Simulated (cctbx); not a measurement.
## Finding the light atoms

Cell a = 9.5200 Å, b = 9.5200 Å, c = 9.5200 Å, α = 90.00°, β = 90.00°, γ = 90.00°; space group Fm-3m (no. 225); content Tl8 I4 Br4 F24. The heavier atoms are placed; F is still missing.

The data are simulated with cctbx, not measured: Mo Kα, λ = 0.71073 Å, to d = 0.7 Å, 80 % of the full sphere, strongest reflection 5000 counts, noise from counting, a 1.5 % proportional error and a noise floor of 15 counts (s.d.); no absorption.

Refinement without F (map in e/Å³):

```text
Rint 0.046, 96 unique reflections to 0.70 A
cycle     R1     wR2    GooF  max shift (A)
   1  0.2034  0.3810  27.797   0.00000
   2  0.0978  0.1490  10.870   0.00000
final R1 0.0978 wR2 0.1490 GooF 10.870  parameters 3  data/parameter 32.0
atom        x        y        z      Ueq    occ   su(xyz)  su(Uiso or U11)
Tl1    0.25000  0.25000  0.75000   0.0019  1.000  0.00000  0.0008
I1     0.00000  0.00000  0.00000   0.0029  1.000  0.00000  0.0030
Br1    0.50000  0.00000  0.00000   0.0064  1.000  0.00000  0.0050
difference map: max 30.84 min -2.84 rms 1.70
Q1    0.0000  0.0000  0.2292   24   31.12  2.18 A from I1
Q2    0.0000  0.0000  0.5000    4    5.86  0.00 A from Br1
Q3    0.2500  0.2500  0.2500    8    5.09  0.00 A from Tl1
Q4    0.0000  0.0000  0.1224   24    1.56  1.17 A from I1
Q5    0.0000  0.0000  0.0000    4    1.38  0.00 A from I1
Q6    0.0634  0.0634  0.2797   96    1.36  2.26 A from Br1
Q7    0.0000  0.0943  0.1884   96    1.17  2.01 A from I1
Q8    0.0839  0.2029  0.2971   96    1.16  1.70 A from Tl1
```

Simulated single-crystal data (cctbx): neutrons of λ = 0.84 Å, to d = 0.7 Å, 80 % of the full sphere, strongest reflection 5000 counts, noise from counting, a 1.5 % proportional error and a noise floor of 15 counts (s.d.); no absorption.

Refinement without F (map in fm/Å³; only maxima are listed):

```text
Rint 0.046, 96 unique reflections to 0.70 A
cycle     R1     wR2    GooF  max shift (A)
   1  0.6337  0.8270  57.840   0.00000
   8  0.4946  0.7690  53.786   0.00000
final R1 0.4956 wR2 0.7693 GooF 53.807  parameters 3  data/parameter 32.0
atom        x        y        z      Ueq    occ   su(xyz)  su(Uiso or U11)
Tl1    0.25000  0.25000  0.75000   0.0062  1.000  0.00000  0.0063
I1     0.00000  0.00000  0.00000   1.0000  1.000  0.00000  5.3867
Br1    0.50000  0.00000  0.00000   0.0001  1.000  0.00000  0.0078
difference map: max 41.59 min -13.66 rms 2.52
Q1    0.0000  0.0000  0.2451   24   42.08  2.33 A from I1
Q2    0.0000  0.0000  0.5000    4   29.77  0.00 A from Br1
Q3    0.2500  0.2500  0.2500    8   26.13  0.00 A from Tl1
Q4    0.0417  0.2500  0.2500   48    7.29  1.98 A from Tl1
Q5    0.0000  0.1749  0.1749   48    2.77  2.35 A from I1
Q6    0.0359  0.0927  0.2124  192    2.23  2.23 A from I1
Q7    0.0000  0.0000  0.0457   24    2.20  0.43 A from I1
Q8    0.1519  0.2176  0.2824   96    1.99  1.03 A from Tl1
```

**Question.** Where is F, and which data fix it better?

F sits at (0.2291, 0, 0). Adding it takes R1 from 0.098 to 0.011 with X-rays and from 0.496 to 0.010 with neutrons. Its largest coordinate s.u. is 0.00030 with X-rays and 0.00004 with neutrons, so neutrons fix it better in these data. In the X-ray map Q1 marks it. In the neutron map Q1 marks it.

Final neutron refinement:

```text
Rint 0.046, 96 unique reflections to 0.70 A
cycle     R1     wR2    GooF  max shift (A)
   1  0.1533  0.3158  22.327   0.00482
   2  0.0097  0.0169   1.193   0.00000
final R1 0.0097 wR2 0.0169 GooF 1.193  parameters 5  data/parameter 19.2
atom        x        y        z      Ueq    occ   su(xyz)  su(Uiso or U11)
Tl1    0.25000  0.25000  0.75000   0.0023  1.000  0.00000  0.0001
I1     0.00000  0.00000  0.00000   0.0042  1.000  0.00000  0.0002
Br1    0.50000  0.00000  0.00000   0.0065  1.000  0.00000  0.0002
F1     0.22921  0.00000  0.00000   0.0079  1.000  0.00004  0.0001
difference map: max 0.46 min -0.29 rms 0.08
Q1    0.0000  0.0000  0.5000    4    0.46  0.00 A from Br1
Q2    0.1779  0.1779  0.3221   32    0.33  1.19 A from Tl1
Q3    0.0000  0.0000  0.2695   24    0.33  0.38 A from F1
Q4    0.0000  0.0740  0.4260   48    0.33  1.00 A from Br1
Q5    0.0000  0.0000  0.1850   24    0.32  0.42 A from F1
Q6    0.1195  0.1195  0.2497   96    0.25  1.62 A from F1
```

The model was made for the exercise: a known structure type with other elements put in, its volume estimated, not relaxed; displacement parameters are assumed.

[Middle refinement cycles are left out of these outputs.]

[Logs are printed without paths, hosts, clocks, repeated set-up lines and the standing remarks that a program may print on its own settings, such as how far it seeks lower states.]
